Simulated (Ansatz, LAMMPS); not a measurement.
# Structural relaxation of amorphous 88SiO2-12GeO2 (mol %) (96 atoms), part 4 of 4

How does amorphous 88SiO2-12GeO2 (mol %) (96 atoms) relax, and what do bonds, charges and levels look like afterwards?

Ansatz 0.2.0; Kohn-Sham DFT, PBE, PAW (set soft_2), plane waves.

The cell: 28 Si, 4 Ge and 64 O. The quench rate of 50 K/ps far exceeds what a furnace or splat quench reaches. The network of bonds at the start is that of the classical potential that made the cell. Only the Γ point is sampled, in a cell whose shortest periodic width is 11 Å.

So far. Step 4 (Cell and atoms relaxed): The relaxation changed the energy by -65.8 meV/atom, and atoms moved by 0.30 Å r.m.s., 0.76 Å at most.

## Step 7: Functional HSE06

HSE06 mixes in a quarter of exact exchange at short range, which counters self-interaction, at a higher cost.

This step: Kohn-Sham DFT, HSE06, PAW (set soft_2), plane waves (Ansatz 0.2.0).

File input.yaml:

```yaml
crystal:
  lattice:
    - [11.59738, 0.15189, -0.29433]
    - [0.15189, 11.05831, -0.0246]
    - [-0.29433, -0.0246, 10.94009]
  atoms:
    [... the 96 atom lines of step 6 ...]
kpoints:
  mp_grid: { grid: [1, 1, 1] }
hamiltonian:
  xc: hse06
scf:
  occupations: { method: fermi_dirac, width: 0.025 }
output:
  forces: true
  stress: true
  populations: true
  dos:
    method: { smearing: { sigma: 0.08 } }
    de: 0.05
    projected: { site_lists: { Ge: [Ge], O: [O], Si: [Si] } }
  eigenvalues: true
```

Launch:

```bash
> ansatz run input.yaml --threads 4 --pin off --max-ram 8192MiB --backend cpu --events-out ev --progress --plain --runs-dir out
```

The program printed:

```text
Warning: output.stress: scf.convergence.dr2_threshold = 1e-7 eV (the SCF's general default) is looser than the 1.6e-9 eV advised for a printed stress (1e-10 eV for each atom of the cell: 96, of which 16 are counted). What an SCF threshold leaves in a stress goes as its square root, and in the free energy as the threshold itself, and one threshold admits the most on a small cell: [...]
Warning: output.stress: scf.exx.energy_threshold = 1e-6 eV is looser than the 1.6e-7 eV advised for a stress under a hybrid functional (1e-8 eV for each atom of the cell: 96, of which 16 are counted). Every SCF of the exchange loop can meet its threshold on dr2 while the loop round them stops early: [...]
exact exchange: scf.exx.singularity resolves to wigner_seitz, which cuts the screened interaction at the faces of the exchange supercell's Wigner-Seitz cell, so that each pair interacts once, at the shortest of its separations (the periodic images that this leaves out come, [...]
[...]
Crystal: 96 atoms, lattice volume = 1401.823 Å³
Basis set: ecut = 420 eV, 27429 PW (Γ), exchange–correlation on 160×150×150 points (8 copies of the dense FFT grid, shifted against one another)
Bands: 372, of which v1, the nominal top of the filled ones, is band 276 counted from 1 (275 counted from 0)
Symmetry: 1 space group operations
[...]
k-points: 1
[...]
SCF iter   1: F=—  HF=-71383.481502 eV  |F-HF|=—  |Δ(HF+E_count)|=         —  Δρ=3.04e-3  dr2=3.05e-1  ethr=1.77e-3  ⟨swp⟩=15.0  Hψ=2158  notcnv=0
[...]
SCF iter   5: F=-71383.402284 eV  HF=-71383.402216 eV  |F-HF|=6.78e-5  |Δ(HF+E_count)|=   2.79e-4  Δρ=1.63e-4  dr2=1.88e-4  ethr=3.09e-8  ⟨swp⟩=5.0  Hψ=1400  notcnv=0  defer=2
SCF 1 stopped early in 5 iterations: F = -71383.402284 eV  dr2 = 1.88e-4
[...]
Exchange kernel: α = 0.2500, screened, ω = 0.2079 Å⁻¹, Wigner–Seitz truncation, v(0) = 954.6568 eV·Å³, q-mesh 1×1×1, nearest image of the exchange supercell L = 10.94 Å, pair-density grid 60×54×54, without the augmentation charges, whose exchange is taken in its separable form (sized by the pseudopotential files, [...]
Frozen-core exchange: fock
SCF iter   1: F=—  HF=-71394.129243 eV  |F-HF|=—  |Δ(HF+E_count)|=         —  Δρ=7.39e-3  dr2=5.70e-1  ethr=3.41e-7  ⟨swp⟩=18.0  Hψ=2246  notcnv=0
[...]
SCF iter   6: F=—  HF=-71394.093226 eV  |F-HF|=—  |Δ(HF+E_count)|=   4.13e-4  Δρ=1.28e-4  dr2=2.52e-4  ethr=2.04e-7  ⟨swp⟩=5.0  Hψ=815  notcnv=0
SCF iter   7: F=-71394.093160 eV  HF=-71394.093165 eV  |F-HF|=5.44e-6  |Δ(HF+E_count)|=   6.13e-5  Δρ=2.56e-5  dr2=4.44e-5  ethr=3.88e-8  ⟨swp⟩=5.0  Hψ=667  notcnv=0
SCF 2 stopped early in 7 iterations: F = -71394.093160 eV  dr2 = 4.44e-5
  Residual-converged pass: ⟨swp⟩=4.0  Hψ=1086  notcnv=0  max |occ|·‖R‖ = 5.2e-6 eV (tolerance 6.7e-6 eV)  dr2=4.48e-5  dr2_onsite=4.16e-7  max |Δocc| = 0.0e0
hybrid outer 1: dexx = +2.130e-1 eV, tail = 3.51e-4 eV
[...]
Frozen-core exchange: fock
SCF iter   1: F=—  HF=-71394.091756 eV  |F-HF|=—  |Δ(HF+E_count)|=         —  Δρ=5.31e-5  dr2=3.38e-5  ethr=3.18e-7  ⟨swp⟩=20.0  Hψ=1086  notcnv=1
[...]
SCF iter   5: F=-71394.091755 eV  HF=-71394.091755 eV  |F-HF|=3.09e-9  |Δ(HF+E_count)|=   2.64e-8  Δρ=7.88e-7  dr2=1.15e-8  ethr=8.39e-12  ⟨swp⟩=4.0  Hψ=917  notcnv=0  defer=4
SCF 3 converged in 5 iterations: F = -71394.091755 eV  dr2 = 1.15e-8
[...]
hybrid outer 2: dexx = +3.763e-6 eV, tail = 6.02e-8 eV, Δε = 2.81e-3 eV (about 4.59e-5 eV left of the loop's levels), ΔF = 1.70e-2 eV/Å (tail 1.34e-3)
[...]
Frozen-core exchange: fock
SCF iter   1: F=—  HF=-71394.091755 eV  |F-HF|=—  |Δ(HF+E_count)|=         —  Δρ=1.94e-6  dr2=3.32e-8  ethr=5.46e-11  ⟨swp⟩=20.0  Hψ=1497  notcnv=12
[...]
SCF iter   2: F=-71394.091755 eV  HF=-71394.091755 eV  |F-HF|=2.18e-9  |Δ(HF+E_count)|=   7.92e-9  Δρ=4.93e-7  dr2=2.50e-9  ethr=5.89e-12  ⟨swp⟩=4.0  Hψ=829  notcnv=0  defer=1
SCF 4 converged in 2 iterations: F = -71394.091755 eV  dr2 = 2.50e-9
[...]
hybrid SCF converged: 3 outer / 14 inner (+5 warm-up), last move |dexx| = 1.45e-9 eV, tail = 5.58e-9 eV
Stability not checked: this state was not tested for a lower state beside it, because the functional holds exact exchange (a hybrid, or Hartree-Fock), whose exchange loop this test does not read (fock_operator; see scf.lower_state_search)
Free energy (F): -71394.091755 eV
Frozen-core exchange: fock
[...]
Internal energy: -71394.091755 eV  (E = F + TS)
E sigma→0 (E₀):  -71394.091755 eV
Fermi energy:    4.603846 eV
[...]
Σ components = -71394.091755   (vs F -71394.091755, Δ=-1.46e-11)
--- Forces (eV/Å), atoms counted from 1 ---
  atom   1  Si    -0.05589924     0.04006243     0.02603621
  atom   2  Si    -0.03229184     0.02993602    -0.03552474
  atom   3  Si    -0.01635235     0.03534084     0.05787665
  atom   4  Si    -0.02148058    -0.02622363     0.03539249
[...]
atom  96  O      0.19035587    -0.35119308    -0.26164837
  max |Σ_I F_I| component: 2.36e-4 eV/Å
--- Stress (GPa, compression-positive) ---
       -4.988116       0.033011      -0.086452
        0.033015      -4.915408      -0.050292
       -0.086454      -0.050293      -4.944125
  P = ⅓ Tr σ = -4.9492 GPa (-49.492 kbar)
--- Band table (eV) ---
[...]
--- Löwdin populations: 96 sites ---
  site symbol       q [e]
     0     Si      2.1501
     1     Si      2.1267
     2     Si      2.1631
[...]
95      O      6.7884
  spilling = 0.012414 (of n_electrons = 552.000000)
```

It took 3.6 min on 4 threads of AMD EPYC 9B14 (Zen 4), shared host; peak memory 4.5 GiB; 14 min of CPU time.

The program notes that the exchange threshold is loose for the stress and the SCF threshold is loose for the stress.

Geometry and reference: those of the single point at the relaxed geometry.

Forces differ from those of the single point at the relaxed geometry by 215 meV/Å r.m.s.; the pressure by -4.9 GPa and the gap by +1.7 eV. It took roughly 14 times the reference's time (one timing each, with unlike analyses asked), in 19 cycles against 10.

Read from the output:

| Quantity | Value |
| --- | --- |
| free energy | -71394.0918 eV |
| free energy per atom | -743.6885 eV/atom |
| SCF cycles | 19 |
| pressure | -4.949 GPa |
| r.m.s. force component | 0.215 eV/Å |
| longest force | 0.9065 eV/Å |
| Fermi energy | 4.604 eV |
| gap (highest filled to lowest empty level) | 3.197 eV |
| spilling of the projection | 0.01241 |

Length of the force by element and coordination:

| element | coordination | atoms | mean length of the force (eV/Å) | spread | least | most |
| --- | --- | --- | --- | --- | --- | --- |
| Ge | all | 4 | 0.146 | 0.0193 | 0.117 | 0.170 |
| O | all | 64 | 0.412 | 0.180 | 0.0177 | 0.906 |
| O | 1 | 1 | 0.841 | 0 | 0.841 | 0.841 |
| O | 2 | 62 | 0.406 | 0.175 | 0.0177 | 0.906 |
| O | 3 | 1 | 0.363 | 0 | 0.363 | 0.363 |
| Si | all | 28 | 0.0911 | 0.036 | 0.0349 | 0.176 |

Löwdin charges by element and coordination (they lack the spilled electrons, 0.071 e an atom on average):

| element | coordination | atoms | mean charge (e) | spread | least | most |
| --- | --- | --- | --- | --- | --- | --- |
| Ge | all | 4 | 1.73 | 0.0287 | 1.69 | 1.77 |
| O | all | 64 | -0.807 | 0.0237 | -0.931 | -0.744 |
| O | 1 | 1 | -0.931 | 0 | -0.931 | -0.931 |
| O | 2 | 62 | -0.806 | 0.017 | -0.827 | -0.744 |
| O | 3 | 1 | -0.756 | 0 | -0.756 | -0.756 |
| Si | all | 28 | 1.84 | 0.0259 | 1.73 | 1.87 |

Density of states as counts of states in windows of 1 eV (from the Fermi level), total and the larger projections:

| from (eV) | to (eV) | total | O p | Si p |
| --- | --- | --- | --- | --- |
| -14 | -13 | 17.6 | 11.5 | 0.6 |
| -13 | -12 | 14.4 | 9.7 | 0.9 |
| -12 | -11 | 19.5 | 13.8 | 2.0 |
| -11 | -10 | 26.0 | 19.6 | 4.4 |
| -10 | -9 | 44.2 | 34.3 | 6.9 |
| -9 | -8 | 18.0 | 14.3 | 2.1 |
| -8 | -7 | 46.9 | 40.7 | 3.1 |
| -7 | -6 | 75.1 | 69.2 | 2.5 |
| -6 | -5 | 79.0 | 75.3 | 1.4 |
| -5 | -4 | 37.2 | 36.1 | 0.4 |
| -4 | -3 | 2.0 | 1.8 | 0.0 |
| -3 | -2 | 0.0 | 0.0 | 0.0 |
| -2 | -1 | 4.0 | 3.7 | 0.2 |
| -1 | 1 | 0.0 | 0.0 | 0.0 |
| 1 | 2 | 2.0 | 0.4 | 0.1 |
| 2 | 3 | 3.3 | 0.6 | 0.2 |
| 3 | 4 | 6.7 | 1.0 | 1.0 |
| 4 | 5 | 12.4 | 1.2 | 3.2 |

Between -26 and -14 eV lie 126 more states.

The levels nearest the highest filled one (over half full), pooled over k-points and spins:

| level less the highest filled one (eV) | occupation |
| --- | --- |
| -2.85 | 2 |
| -2.71 | 2 |
| -2.55 | 2 |
| -1.63 | 2 |
| -0.0964 | 2 |
| 0 | 2 |
| 3.20 | 0 |
| 4.19 | 0 |
| 4.56 | 0 |
| 4.88 | 0 |
| 5.12 | 0 |
| 5.37 | 0 |

## Step 8: Functional r2SCAN (500 eV)

The meta-GGA r2SCAN uses the kinetic energy density as well as the density and its gradient. Besides, the cutoff goes from 420 to 500 eV.

This step: Kohn-Sham DFT, r2SCAN, PAW (set soft_2), plane waves (Ansatz 0.2.0).

Edit input.yaml of step 7 so:

```diff
@@ -10,3 +10,3 @@
 hamiltonian:
-  xc: hse06
+  xc: r2scan
 scf:
```

The program printed:

```text
[...]
Crystal: 96 atoms, lattice volume = 1401.823 Å³
Basis set: ecut = 500 eV, 35597 PW (Γ), exchange–correlation on 360×324×320 points (64 copies of the dense FFT grid, shifted against one another)
Bands: 372, of which v1, the nominal top of the filled ones, is band 276 counted from 1 (275 counted from 0)
Symmetry: 1 space group operations
[...]
k-points: 1
[...]
SCF iter   1: F=—  HF=-71589.756238 eV  |F-HF|=—  |Δ(HF+E_count)|=         —  Δρ=7.66e-3  dr2=1.02e0  dr2_τ=7.44e0  ethr=1.77e-3  ⟨swp⟩=6.0  Hψ=1764  notcnv=0  defer=49
[...]
SCF iter   9: F=—  HF=-71591.980798 eV  |F-HF|=—  |Δ(HF+E_count)|=   9.99e-7  Δρ=4.91e-6  dr2=3.33e-7  dr2_τ=3.03e-8  ethr=5.78e-10  ⟨swp⟩=2.0  Hψ=539  notcnv=0  defer=90
SCF iter  10: F=-71591.980798 eV  HF=-71591.980798 eV  |F-HF|=3.76e-8  |Δ(HF+E_count)|=   1.49e-7  Δρ=1.91e-6  dr2=5.30e-8  dr2_τ=5.68e-9  ethr=1.81e-11  ⟨swp⟩=14.0  Hψ=2320  notcnv=0
SCF 1 converged in 10 iterations: F = -71591.980798 eV  dr2 = 5.30e-8
[...]
SCF converged after 10 iterations
Free energy (F): -71591.980798 eV
[...]
Internal energy: -71591.980798 eV  (E = F + TS)
E sigma→0 (E₀):  -71591.980798 eV
Fermi energy:    4.799870 eV
[...]
Σ components = -71591.980798   (vs F -71591.980798, Δ=0.00e0)
--- Forces (eV/Å), atoms counted from 1 ---
  atom   1  Si    -0.04735060     0.05418524     0.04223186
  atom   2  Si    -0.04046645     0.01641657    -0.04121523
  atom   3  Si     0.02146822     0.03380482     0.03853733
  atom   4  Si    -0.04123009    -0.03083184     0.04144580
[...]
atom  96  O      0.14821888    -0.31657263    -0.21929438
  max |Σ_I F_I| component: 1.05e-4 eV/Å
--- Stress (GPa, compression-positive) ---
       -4.867679       0.030331      -0.063314
        0.030332      -4.836900      -0.048934
       -0.063314      -0.048934      -4.839714
  P = ⅓ Tr σ = -4.8481 GPa (-48.481 kbar)
--- Band table (eV) ---
[...]
--- Löwdin populations: 96 sites ---
  site symbol       q [e]
     0     Si      2.1461
     1     Si      2.1221
     2     Si      2.1584
[...]
95      O      6.7870
  spilling = 0.012221 (of n_electrons = 552.000000)
```

The job ended after 32 s (4 threads; peak memory 3.8 GiB).

Geometry and reference: those of the single point at the relaxed geometry.

Forces differ from those of the single point at the relaxed geometry by 175 meV/Å r.m.s.; the pressure by -4.8 GPa and the gap by +0.54 eV. It took roughly 2.0 times the reference's time (one timing each, with unlike analyses asked), in 10 cycles against 10.

## Step 9: Functional PBEsol

PBEsol restores the gradient expansion of exchange for slowly varying densities and usually gives shorter bonds in solids than PBE.

This step: Kohn-Sham DFT, PBEsol, PAW (set soft_2), plane waves (Ansatz 0.2.0).

Edit input.yaml of step 8 so:

```diff
@@ -10,3 +10,3 @@
 hamiltonian:
-  xc: r2scan
+  xc: pbesol
 scf:
```

The program printed:

```text
[...]
Crystal: 96 atoms, lattice volume = 1401.823 Å³
Basis set: ecut = 420 eV, 27429 PW (Γ), exchange–correlation on 160×150×150 points (8 copies of the dense FFT grid, shifted against one another)
Bands: 372, of which v1, the nominal top of the filled ones, is band 276 counted from 1 (275 counted from 0)
Symmetry: 1 space group operations
[...]
k-points: 1
[...]
SCF iter   1: F=—  HF=-70396.306802 eV  |F-HF|=—  |Δ(HF+E_count)|=         —  Δρ=1.19e-2  dr2=1.70e0  ethr=1.77e-3  ⟨swp⟩=6.0  Hψ=1759  notcnv=0  defer=48
[...]
SCF iter   9: F=—  HF=-70395.798743 eV  |F-HF|=—  |Δ(HF+E_count)|=   1.83e-6  Δρ=4.61e-6  dr2=3.21e-7  ethr=6.57e-10  ⟨swp⟩=2.0  Hψ=558  notcnv=0  defer=90
SCF iter  10: F=-70395.798744 eV  HF=-70395.798744 eV  |F-HF|=4.52e-8  |Δ(HF+E_count)|=   6.47e-7  Δρ=2.23e-6  dr2=7.17e-8  ethr=1.81e-11  ⟨swp⟩=14.0  Hψ=2241  notcnv=0
SCF 1 converged in 10 iterations: F = -70395.798744 eV  dr2 = 7.17e-8
[...]
SCF converged after 10 iterations
Free energy (F): -70395.798744 eV
[...]
Internal energy: -70395.798744 eV  (E = F + TS)
E sigma→0 (E₀):  -70395.798744 eV
Fermi energy:    4.750575 eV
[...]
Σ components = -70395.798744   (vs F -70395.798744, Δ=0.00e0)
--- Forces (eV/Å), atoms counted from 1 ---
  atom   1  Si     0.01170611     0.00701949     0.00087282
  atom   2  Si    -0.02766485    -0.01647244     0.02359030
  atom   3  Si     0.00941453     0.01080145    -0.04530871
  atom   4  Si    -0.00415479     0.02030630    -0.00512242
[...]
atom  96  O      0.05470516    -0.19314859    -0.07193548
  max |Σ_I F_I| component: 5.45e-5 eV/Å
--- Stress (GPa, compression-positive) ---
       -2.591465       0.016917      -0.026034
        0.016918      -2.589966      -0.039691
       -0.026035      -0.039692      -2.557946
  P = ⅓ Tr σ = -2.5798 GPa (-25.798 kbar)
--- Band table (eV) ---
[...]
--- Löwdin populations: 96 sites ---
  site symbol       q [e]
     0     Si      2.2391
     1     Si      2.2148
     2     Si      2.2527
[...]
95      O      6.7372
  spilling = 0.012399 (of n_electrons = 552.000000)
```

Wall time 15 s (4 threads); peak memory 1.8 GiB.

Geometry and reference: those of the single point at the relaxed geometry.

Forces differ from those of the single point at the relaxed geometry by 74 meV/Å r.m.s.; the pressure by -2.6 GPa and the gap by -0.03 eV.

## Step 10: Cost against change

Each row is set against the single point at the relaxed geometry (Kohn-Sham DFT, PBE, PAW (set soft_2), plane waves; r.m.s. force component 0.00452 eV/Å). Times are for 4 threads of AMD EPYC 9B14 (Zen 4), shared host. The reference's time includes grids, which some other runs skip.

| run | Δ force, r.m.s. (meV/Å) | Δ pressure (GPa) | Δ gap (eV) | cycles | time | host memory (GiB) |
| --- | --- | --- | --- | --- | --- | --- |
| reference | - | - | - | 10 | 16 s | 1.9 |
| functional HSE06 | 215 | -4.94 | 1.70 | 19 | 3.6 min | 4.5 |
| functional r2SCAN (500 eV) | 175 | -4.84 | 0.538 | 10 | 32 s | 3.8 |
| functional PBEsol | 74.0 | -2.57 | -0.03 | 10 | 15 s | 1.8 |

## Step 11: Results

- energy change in the relaxation: -65.81 meV/atom
- r.m.s. displacement: 0.297 Å
- largest displacement: 0.764 Å
- free energy per atom: -743.5766 eV/atom
- pressure: -0.01204 GPa
- r.m.s. force component: 0.00452 eV/Å
- gap (highest filled to lowest empty level): 1.493 eV
- wall time of the 6 DFT runs: 8.9 min

In words: Relaxation lowers the energy by 65.8 meV/atom and moves atoms by 0.30 Å r.m.s.; the r.m.s. force component goes from 0.84 to 0.0045 eV/Å. Displacements are taken in the final cell, so they leave out its strain. By the final cutoffs 0 of 127 bonded pairs parted and 1 joined. The cell shrank by 4.0 % in volume. From the first step to the last the energy fell by 6.318 eV, across changes of basis, and the largest move was 0.76 Å (O39). The O-Ge bonds change most in mean length: from 1.729 Å (spread 0.025) to 1.766 Å (spread 0.053). Counting bonds as in the table, all Ge atoms have 4, 97 % of O atoms have 2 and all Si atoms have 4 bonded neighbours. 97 % of the oxygens bridge two formers and 2 % are non-bridging; 2 % join three. Between filled and empty levels lie 1.49 eV (at Γ alone); a semilocal functional tends to put such gaps too low. In a disordered cell it changes from sample to sample, and tail or defect levels can set it.

Among the changes of functional, dispersion, potentials or spin, functional HSE06 moves the forces most, by 215 meV/Å r.m.s. The gap changes by +1.70 eV with HSE06.

Caveats: The network of bonds at the start is that of the classical potential that made the cell; in DFT 0 of its 127 bonded pairs passed out of the cutoffs and 1 came within them.

[Long decimals in the printed logs are rounded to 6 places.]

[Logs are printed without paths, hosts, clocks, repeated set-up lines and the standing remarks that a program may print on its own settings, such as how far it seeks lower states.]

[Hosts, paths, dates, database ids (printed as entryN), source tags and the programs' standing remarks are cut or masked in the printed files.]

[A walk said to have stopped at its limit may instead have ended on an SCF cycle that didn't converge.]
